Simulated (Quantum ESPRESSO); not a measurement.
# MgS, rock salt type, strained in the (001) plane, stepped through biaxial strain in the plane, part 3 of 6

Aim: how the results for MgS, rock salt type, strained in the (001) plane change with biaxial strain in the plane.

Quantum ESPRESSO 7.5; plane-wave DFT, PBE, GBRV ultrasoft pseudopotentials.

So far. Step 2 (Relaxing cell and ions of the reference):  The last row is no step: it is a fresh SCF in the final cell with a new plane-wave basis, +0 meV from the row before. Step 3 (Variable-cell relaxation, -4 %):  The last row is no step: it is a fresh SCF in the final cell with a new plane-wave basis, -0 meV from the row before.

The structure was built from a prototype and need not be the compound's stable phase.

### 5. Complex band structure, -4 %

Level of this step: complex band structure by pwcond; plane-wave DFT, PBE, GBRV ultrasoft pseudopotentials (Quantum ESPRESSO).

pwcond with ikind = 0 solves for the decaying states at each energy.

Contents of m0.cbs.in:

```
&inputcond
  outdir = './out'
  prefixl = 'm0.scf'
  band_file = 'm0.cbs'
  ikind = 0
  ewind = 4.0
  epsproj = 1e-05
  nz1 = 7
  energy0 = 4.95
  denergy = -0.15
/
3
  0.00000000 0.00000000 1.00000000
  0.50000000 0.00000000 1.00000000
  0.50000000 0.50000000 1.00000000
41
```

On the command line:

```
> OMP_NUM_THREADS=1 mpirun -n 4 pwcond.x -in m0.cbs.in > m0.cbs.out
```

Log:

```text
[banner, memory and clock lines left out]
Program PWCOND v.7.5 starts

          URL

     ./out/m0.scf.save/

     IMPORTANT: XC functional enforced from input :
     Exchange-correlation= PBE
                           (   1   4   3   4   0   0   0)
     Any further DFT definition will be discarded
     Please, verify this is what you really want

     Reading collected, re-writing distributed wavefunctions

===== INPUT FILE containing the left lead =====

     GEOMETRY:

     lattice parameter (alat)  =       6.7066  a.u.
     the volume                =     455.5761 (a.u.)^3
     the cross section         =      44.9782 (a.u.)^2
     l of the unit cell        =       1.5103 (alat)
     number of atoms/cell      =            4
     number of atomic types    =            2

     crystal axes: (cart. coord. in units of alat)
               a(1) = (  1.0000  0.0000  0.0000 )
               a(2) = (  0.0000  1.0000  0.0000 )
               a(3) = (  0.0000  0.0000  1.5103 )

   Cartesian axes

     site n.     atom                  positions (alat units)
          1        Mg     tau(  1)=(  0.0000  0.0000  1.5103  )
          2        S      tau(  2)=(  0.5000  0.5000  1.5103  )
          3        Mg     tau(  3)=(  0.5000  0.5000  0.7551  )
          4        S      tau(  4)=(  0.0000  0.0000  0.7551  )

     nr1s                      =           27
     nr2s                      =           27
     nr3s                      =           45
     nr1sx                     =           27
     nr2sx                     =           27
     nr3sx                     =           45
     nr1                       =           32
     nr2                       =           32
     nr3                       =           45
     nr1x                      =           32
     nr2x                      =           32
     nr3x                      =           45

 _______________________________
  Radii of nonlocal spheres:

     type       ibeta     ang. mom.          radius (alat units)
       Mg         1         0                    0.2258
       Mg         2         0                    0.2258
       Mg         3         0                    0.2258
       Mg         4         1                    0.2258
       Mg         5         1                    0.2258
       Mg         6         2                    0.2258
       Mg         7         2                    0.2258
       S          1         0                    0.2248
       S          2         0                    0.2248
       S          3         1                    0.2248
       S          4         1                    0.2248
       S          5         2                    0.2248
       S          6         2                    0.2248
----- General information -----

----- Complex band structure calculation -----

     nrx                       =           27
     nry                       =           27
     nz1                       =            7

     energy0               =         5.0E+00
     denergy               =        -1.5E-01
     nenergy               =         41
     ecut2d                =         4.0E+01
     ewind                 =         4.0E+00
     epsproj               =         1.0E-05

     number of k_|| points=    3
                       cryst. coord.
        k(    1) = (   0.0000000   0.0000000), wk =   0.3333333
        k(    2) = (   0.5000000   0.0000000), wk =   0.3333333
        k(    3) = (   0.5000000   0.5000000), wk =   0.3333333
----- Information about left lead -----

     nocros                   =           37
     noins                    =           37
     norb                     =          111
     norbf                    =          111
     nrz                      =           45

      iorb      type   ibeta   ang. mom.   m       position (alat)
        1        1       1        0        1   taunew(   1)=(  0.0000  0.0000  0.0000)
        2        1       2        0        1   taunew(   2)=(  0.0000  0.0000  0.0000)
        3        1       3        0        1   taunew(   3)=(  0.0000  0.0000  0.0000)
        4        1       4        1        1   taunew(   4)=(  0.0000  0.0000  0.0000)
        5        1       4        1        2   taunew(   5)=(  0.0000  0.0000  0.0000)
        6        1       4        1        3   taunew(   6)=(  0.0000  0.0000  0.0000)
        7        1       5        1        1   taunew(   7)=(  0.0000  0.0000  0.0000)
        8        1       5        1        2   taunew(   8)=(  0.0000  0.0000  0.0000)
        9        1       5        1        3   taunew(   9)=(  0.0000  0.0000  0.0000)
       10        1       6        2        1   taunew(  10)=(  0.0000  0.0000  0.0000)
       11        1       6        2        2   taunew(  11)=(  0.0000  0.0000  0.0000)
       12        1       6        2        3   taunew(  12)=(  0.0000  0.0000  0.0000)
       13        1       6        2        4   taunew(  13)=(  0.0000  0.0000  0.0000)
       14        1       6        2        5   taunew(  14)=(  0.0000  0.0000  0.0000)
       15        1       7        2        1   taunew(  15)=(  0.0000  0.0000  0.0000)
       16        1       7        2        2   taunew(  16)=(  0.0000  0.0000  0.0000)
       17        1       7        2        3   taunew(  17)=(  0.0000  0.0000  0.0000)
       18        1       7        2        4   taunew(  18)=(  0.0000  0.0000  0.0000)
       19        1       7        2        5   taunew(  19)=(  0.0000  0.0000  0.0000)
       20        2       1        0        1   taunew(  20)=(  0.5000  0.5000  0.0000)
       21        2       2        0        1   taunew(  21)=(  0.5000  0.5000  0.0000)
       22        2       3        1        1   taunew(  22)=(  0.5000  0.5000  0.0000)
       23        2       3        1        2   taunew(  23)=(  0.5000  0.5000  0.0000)
       24        2       3        1        3   taunew(  24)=(  0.5000  0.5000  0.0000)
       25        2       4        1        1   taunew(  25)=(  0.5000  0.5000  0.0000)
       26        2       4        1        2   taunew(  26)=(  0.5000  0.5000  0.0000)
       27        2       4        1        3   taunew(  27)=(  0.5000  0.5000  0.0000)
       28        2       5        2        1   taunew(  28)=(  0.5000  0.5000  0.0000)
       29        2       5        2        2   taunew(  29)=(  0.5000  0.5000  0.0000)
       30        2       5        2        3   taunew(  30)=(  0.5000  0.5000  0.0000)
       31        2       5        2        4   taunew(  31)=(  0.5000  0.5000  0.0000)
       32        2       5        2        5   taunew(  32)=(  0.5000  0.5000  0.0000)
       33        2       6        2        1   taunew(  33)=(  0.5000  0.5000  0.0000)
[...]
40        1       3        0        1   taunew(  40)=(  0.5000  0.5000  0.7551)
       41        1       4        1        1   taunew(  41)=(  0.5000  0.5000  0.7551)
       42        1       4        1        2   taunew(  42)=(  0.5000  0.5000  0.7551)
       43        1       4        1        3   taunew(  43)=(  0.5000  0.5000  0.7551)
       44        1       5        1        1   taunew(  44)=(  0.5000  0.5000  0.7551)
       45        1       5        1        2   taunew(  45)=(  0.5000  0.5000  0.7551)
       46        1       5        1        3   taunew(  46)=(  0.5000  0.5000  0.7551)
       47        1       6        2        1   taunew(  47)=(  0.5000  0.5000  0.7551)
       48        1       6        2        2   taunew(  48)=(  0.5000  0.5000  0.7551)
       49        1       6        2        3   taunew(  49)=(  0.5000  0.5000  0.7551)
       50        1       6        2        4   taunew(  50)=(  0.5000  0.5000  0.7551)
       51        1       6        2        5   taunew(  51)=(  0.5000  0.5000  0.7551)
       52        1       7        2        1   taunew(  52)=(  0.5000  0.5000  0.7551)
       53        1       7        2        2   taunew(  53)=(  0.5000  0.5000  0.7551)
       54        1       7        2        3   taunew(  54)=(  0.5000  0.5000  0.7551)
       55        1       7        2        4   taunew(  55)=(  0.5000  0.5000  0.7551)
       56        1       7        2        5   taunew(  56)=(  0.5000  0.5000  0.7551)
       57        2       1        0        1   taunew(  57)=(  0.0000  0.0000  0.7551)
       58        2       2        0        1   taunew(  58)=(  0.0000  0.0000  0.7551)
       59        2       3        1        1   taunew(  59)=(  0.0000  0.0000  0.7551)
       60        2       3        1        2   taunew(  60)=(  0.0000  0.0000  0.7551)
       61        2       3        1        3   taunew(  61)=(  0.0000  0.0000  0.7551)
       62        2       4        1        1   taunew(  62)=(  0.0000  0.0000  0.7551)
       63        2       4        1        2   taunew(  63)=(  0.0000  0.0000  0.7551)
       64        2       4        1        3   taunew(  64)=(  0.0000  0.0000  0.7551)
       65        2       5        2        1   taunew(  65)=(  0.0000  0.0000  0.7551)
       66        2       5        2        2   taunew(  66)=(  0.0000  0.0000  0.7551)
       67        2       5        2        3   taunew(  67)=(  0.0000  0.0000  0.7551)
       68        2       5        2        4   taunew(  68)=(  0.0000  0.0000  0.7551)
       69        2       5        2        5   taunew(  69)=(  0.0000  0.0000  0.7551)
       70        2       6        2        1   taunew(  70)=(  0.0000  0.0000  0.7551)
       71        2       6        2        2   taunew(  71)=(  0.0000  0.0000  0.7551)
       72        2       6        2        3   taunew(  72)=(  0.0000  0.0000  0.7551)
       73        2       6        2        4   taunew(  73)=(  0.0000  0.0000  0.7551)
       74        2       6        2        5   taunew(  74)=(  0.0000  0.0000  0.7551)
       75        1       1        0        1   taunew(  75)=(  0.0000  0.0000  1.5103)
       76        1       2        0        1   taunew(  76)=(  0.0000  0.0000  1.5103)
       77        1       3        0        1   taunew(  77)=(  0.0000  0.0000  1.5103)
       78        1       4        1        1   taunew(  78)=(  0.0000  0.0000  1.5103)
       79        1       4        1        2   taunew(  79)=(  0.0000  0.0000  1.5103)
       80        1       4        1        3   taunew(  80)=(  0.0000  0.0000  1.5103)
       81        1       5        1        1   taunew(  81)=(  0.0000  0.0000  1.5103)
       82        1       5        1        2   taunew(  82)=(  0.0000  0.0000  1.5103)
       83        1       5        1        3   taunew(  83)=(  0.0000  0.0000  1.5103)
       84        1       6        2        1   taunew(  84)=(  0.0000  0.0000  1.5103)
       85        1       6        2        2   taunew(  85)=(  0.0000  0.0000  1.5103)
       86        1       6        2        3   taunew(  86)=(  0.0000  0.0000  1.5103)
       87        1       6        2        4   taunew(  87)=(  0.0000  0.0000  1.5103)
       88        1       6        2        5   taunew(  88)=(  0.0000  0.0000  1.5103)
       89        1       7        2        1   taunew(  89)=(  0.0000  0.0000  1.5103)
       90        1       7        2        2   taunew(  90)=(  0.0000  0.0000  1.5103)
       91        1       7        2        3   taunew(  91)=(  0.0000  0.0000  1.5103)
       92        1       7        2        4   taunew(  92)=(  0.0000  0.0000  1.5103)
       93        1       7        2        5   taunew(  93)=(  0.0000  0.0000  1.5103)
       94        2       1        0        1   taunew(  94)=(  0.5000  0.5000  1.5103)
       95        2       2        0        1   taunew(  95)=(  0.5000  0.5000  1.5103)
       96        2       3        1        1   taunew(  96)=(  0.5000  0.5000  1.5103)
       97        2       3        1        2   taunew(  97)=(  0.5000  0.5000  1.5103)
       98        2       3        1        3   taunew(  98)=(  0.5000  0.5000  1.5103)
       99        2       4        1        1   taunew(  99)=(  0.5000  0.5000  1.5103)
      100        2       4        1        2   taunew( 100)=(  0.5000  0.5000  1.5103)
      101        2       4        1        3   taunew( 101)=(  0.5000  0.5000  1.5103)
      102        2       5        2        1   taunew( 102)=(  0.5000  0.5000  1.5103)
      103        2       5        2        2   taunew( 103)=(  0.5000  0.5000  1.5103)
      104        2       5        2        3   taunew( 104)=(  0.5000  0.5000  1.5103)
      105        2       5        2        4   taunew( 105)=(  0.5000  0.5000  1.5103)
      106        2       5        2        5   taunew( 106)=(  0.5000  0.5000  1.5103)
      107        2       6        2        1   taunew( 107)=(  0.5000  0.5000  1.5103)
      108        2       6        2        2   taunew( 108)=(  0.5000  0.5000  1.5103)
      109        2       6        2        3   taunew( 109)=(  0.5000  0.5000  1.5103)
      110        2       6        2        4   taunew( 110)=(  0.5000  0.5000  1.5103)
      111        2       6        2        5   taunew( 111)=(  0.5000  0.5000  1.5103)
 ngper, shell number =          145          23
 ngper, n2d =          145          81
---  E-Ef =    4.9500000  k =    0.0000000   0.0000000
---  ie =          1  ik =          1
 Nchannels of the left tip =            3
 Right moving states:
   k1(2pi/a)   k2(2pi/a)   E-Ef (eV)
   0.2363221   0.0000000   4.9500000
   0.3910961  -0.0000000   4.9500000
   0.4971977   0.0000000   4.9500000
 Left moving states:
   k1(2pi/a)   k2(2pi/a)   E-Ef (eV)
  -0.2363221   0.0000000   4.9500000
  -0.3910961  -0.0000000   4.9500000
  -0.4971977   0.0000000   4.9500000

---  E-Ef =    4.8000000  k =    0.0000000   0.0000000
---  ie =          2  ik =          1
 Nchannels of the left tip =            3
 Right moving states:
   k1(2pi/a)   k2(2pi/a)   E-Ef (eV)
   0.2137550   0.0000000   4.8000000
   0.3448861  -0.0000000   4.8000000
   0.4737542   0.0000000   4.8000000
 Left moving states:
   k1(2pi/a)   k2(2pi/a)   E-Ef (eV)
  -0.2137550   0.0000000   4.8000000
  -0.3448861  -0.0000000   4.8000000
  -0.4737542   0.0000000   4.8000000
[... further energies and points left out ...]
---  E-Ef =   -0.9000000  k =    0.5000000   0.5000000
---  ie =         40  ik =          3
 Nchannels of the left tip =            0
 Right moving states:
   k1(2pi/a)   k2(2pi/a)   E-Ef (eV)
 Left moving states:
   k1(2pi/a)   k2(2pi/a)   E-Ef (eV)

---  E-Ef =   -1.0500000  k =    0.5000000   0.5000000
---  ie =         41  ik =          3
 Nchannels of the left tip =            0
 Right moving states:
   k1(2pi/a)   k2(2pi/a)   E-Ef (eV)
 Left moving states:
   k1(2pi/a)   k2(2pi/a)   E-Ef (eV)

Note: The following floating-point exceptions are signalling: IEEE_UNDERFLOW_FLAG IEEE_DENORMAL
Note: The following floating-point exceptions are signalling: IEEE_UNDERFLOW_FLAG IEEE_DENORMAL
Note: The following floating-point exceptions are signalling: IEEE_UNDERFLOW_FLAG IEEE_DENORMAL
Note: The following floating-point exceptions are signalling: IEEE_UNDERFLOW_FLAG IEEE_DENORMAL
```

Wall time 2 min (4 MPI ranks of Intel Xeon Platinum 8259CL at 2.50GHz (Skylake/Cascade Lake), shared host); peak memory 0.27 GiB.

K across = (0, 0) in the cell's reciprocal vectors; values within 0.0025 1/Å of each other count once, columns are sorted by size at each energy, a dash where no further value was kept. Im kz of the slowest decaying states against energy, zero at the highest filled level of the SCF mesh:

| energy (eV) | decay 1 (Å⁻¹) | decay 2 (Å⁻¹) | decay 3 (Å⁻¹) |
| --- | --- | --- | --- |
| -1.05 | 0.772 | 1.22 | 1.85 |
| -0.90 | 0.759 | 1.21 | 1.85 |
| -0.75 | 0.745 | 1.19 | 1.84 |
| -0.60 | 0.731 | 1.17 | 1.83 |
| -0.45 | 0.716 | 1.15 | 1.82 |
| -0.30 | 0.701 | 1.14 | 1.80 |
| -0.15 | 0.155 | 0.686 | 1.12 |
| 0.00 | 0.011 | 0.246 | 0.671 |
| 0.15 | 0.094 | 0.305 | 0.655 |
| 0.30 | 0.129 | 0.35 | 0.639 |
| 0.45 | 0.154 | 0.386 | 0.622 |
| 0.60 | 0.173 | 0.415 | 0.604 |
| 0.75 | 0.189 | 0.44 | 0.586 |
| 0.90 | 0.201 | 0.461 | 0.567 |
| 1.05 | 0.211 | 0.479 | 0.548 |
| 1.20 | 0.219 | 0.495 | 0.528 |
| 1.35 | 0.225 | 0.507 | 0.913 |
| 1.50 | 0.229 | 0.484 | 0.52 |
| 1.65 | 0.232 | 0.461 | 0.53 |
| 1.80 | 0.234 | 0.436 | 0.539 |
| 2.10 | 0.233 | 0.381 | 0.552 |
| 2.25 | 0.23 | 0.35 | 0.557 |
| 2.40 | 0.226 | 0.315 | 0.561 |
| 2.55 | 0.221 | 0.276 | 0.565 |
| 2.70 | 0.214 | 0.23 | 0.567 |
| 2.85 | 0.171 | 0.205 | 0.568 |
| 3.00 | 0.074 | 0.195 | 0.569 |
| 3.15 | 0.182 | 0.569 | 1.52 |
| 3.30 | 0.166 | 0.532 | 0.568 |
| 3.45 | 0.147 | 0.49 | 0.567 |
| 3.60 | 0.123 | 0.443 | 0.565 |
| 3.75 | 0.089 | 0.39 | 0.562 |
| 4.05 | 0.252 | 0.555 | 1.43 |
| 4.20 | 0.138 | 0.55 | 1.42 |
| 4.35 | 0.545 | 1.40 | 1.56 |
| 4.50 | 0.539 | 1.38 | 1.55 |
| 4.65 | 0.533 | 1.37 | 1.54 |
| 4.80 | 0.526 | 1.35 | 1.53 |
| 4.95 | 0.518 | 1.34 | 1.52 |

K across = (1/2, 0) in the cell's reciprocal vectors; values within 0.0025 1/Å of each other count once, columns are sorted by size at each energy, a dash where no further value was kept. Table of Im kz of the slowest decaying states by energy, zero at the highest filled level of the SCF mesh:

| energy (eV) | decay 1 (Å⁻¹) | decay 2 (Å⁻¹) | decay 3 (Å⁻¹) |
| --- | --- | --- | --- |
| -1.05 | 0.777 | 1.27 | 2.19 |
| -0.90 | 0.033 | 0.658 | 1.26 |
| -0.75 | 0.119 | 0.374 | 1.25 |
| -0.60 | 0.161 | 0.51 | 1.23 |
| -0.45 | 0.192 | 0.665 | 1.22 |
| -0.30 | 0.216 | 0.739 | 1.20 |
| -0.15 | 0.236 | 0.784 | 1.19 |
| 0.00 | 0.253 | 0.815 | 1.17 |
| 0.15 | 0.267 | 0.838 | 1.16 |
| 0.30 | 0.279 | 0.854 | 1.14 |
| 0.45 | 0.289 | 0.866 | 1.13 |
| 0.60 | 0.298 | 0.874 | 1.11 |
| 0.75 | 0.305 | 0.881 | 1.10 |
| 0.90 | 0.311 | 0.884 | 1.08 |
| 1.05 | 0.315 | 0.887 | 1.07 |
| 1.20 | 0.319 | 0.887 | 1.05 |
| 1.35 | 0.321 | 0.886 | 1.03 |
| 1.50 | 0.323 | 0.884 | 1.02 |
| 1.65 | 0.323 | 0.881 | 1 |
| 1.80 | 0.322 | 0.878 | 0.983 |
| 2.10 | 0.318 | 0.867 | 0.949 |
| 2.25 | 0.314 | 0.861 | 0.931 |
| 2.40 | 0.31 | 0.854 | 0.913 |
| 2.55 | 0.304 | 0.846 | 0.895 |
| 2.70 | 0.297 | 0.838 | 0.876 |
| 2.85 | 0.289 | 0.829 | 0.857 |
| 3.00 | 0.279 | 0.82 | 0.837 |
| 3.15 | 0.268 | 0.809 | 0.818 |
| 3.30 | 0.256 | 0.797 | 1.89 |
| 3.45 | 0.241 | 0.776 | 0.787 |
| 3.60 | 0.225 | 0.755 | 0.776 |
| 3.75 | 0.205 | 0.733 | 0.763 |
| 4.05 | 0.154 | 0.686 | 0.736 |
| 4.20 | 0.116 | 0.662 | 0.722 |
| 4.35 | 0.052 | 0.636 | 0.707 |
| 4.50 | 0.609 | 0.692 | 1.80 |
| 4.65 | 0.58 | 0.675 | 1.79 |
| 4.80 | 0.549 | 0.658 | 1.77 |
| 4.95 | 0.516 | 0.64 | 1.76 |

K across = (1/2, 1/2) in the cell's reciprocal vectors; values within 0.0025 1/Å of each other count once, columns are sorted by size at each energy, a dash where no further value was kept. The Im kz of the slowest decaying states by energy, zero at the highest filled level of the SCF mesh:

| energy (eV) | decay 1 (Å⁻¹) | decay 2 (Å⁻¹) | decay 3 (Å⁻¹) |
| --- | --- | --- | --- |
| -1.05 | 0.288 | 0.351 | 2.09 |
| -0.90 | 0.305 | 0.362 | 2.08 |
| -0.75 | 0.317 | 0.372 | 2.07 |
| -0.60 | 0.326 | 0.379 | 2.07 |
| -0.45 | 0.333 | 0.386 | 2.06 |
| -0.30 | 0.337 | 0.391 | 2.05 |
| -0.15 | 0.34 | 0.395 | 2.04 |
| 0.00 | 0.341 | 0.398 | 2.04 |
| 0.15 | 0.34 | 0.399 | 2.03 |
| 0.30 | 0.338 | 0.4 | 2.02 |
| 0.45 | 0.335 | 0.4 | 2.01 |
| 0.60 | 0.33 | 0.399 | 2.00 |
| 0.75 | 0.324 | 0.398 | 2.00 |
| 0.90 | 0.317 | 0.395 | 1.99 |
| 1.05 | 0.308 | 0.392 | 1.98 |
| 1.20 | 0.298 | 0.388 | 1.97 |
| 1.35 | 0.287 | 0.383 | 1.96 |
| 1.50 | 0.274 | 0.377 | 1.95 |
| 1.65 | 0.259 | 0.371 | 1.95 |
| 1.80 | 0.242 | 0.363 | 1.94 |
| 2.10 | 0.199 | 0.346 | 1.92 |
| 2.25 | 0.171 | 0.336 | 1.91 |
| 2.40 | 0.136 | 0.325 | 1.91 |
| 2.55 | 0.084 | 0.313 | 1.90 |
| 2.70 | 0.3 | 1.89 | 2.09 |
| 2.85 | 0.286 | 1.88 | 2.08 |
| 3.00 | 0.27 | 1.87 | 2.07 |
| 3.15 | 0.252 | 1.86 | 2.06 |
| 3.30 | 0.232 | 1.85 | 2.05 |
| 3.45 | 0.21 | 1.84 | 2.04 |
| 3.60 | 0.183 | 1.84 | 2.03 |
| 3.75 | 0.151 | 1.83 | 2.02 |
| 4.05 | 0.021 | 1.81 | 2.00 |
| 4.20 | 1.80 | 1.99 | 2.32 |
| 4.35 | 1.79 | 1.98 | 2.31 |
| 4.50 | 1.78 | 1.97 | 2.31 |
| 4.65 | 1.77 | 1.96 | 2.30 |
| 4.80 | 1.76 | 1.95 | 2.29 |
| 4.95 | 0.045 | 1.76 | 1.94 |

[end of part 3 of 6]

[Logs are printed without paths, hosts, clocks, repeated set-up lines and the standing remarks that a program may print on its own settings, such as how far it seeks lower states.]

[Hosts, paths, dates, database ids (printed as entryN), source tags and the programs' standing remarks are cut or masked in the printed files.]

[Maps of the electrostatic potential energy from Ansatz leave out the sawtooth potential of an applied field or a dipole correction, so their vacuum need not be flat; planar profiles and work functions include it.]
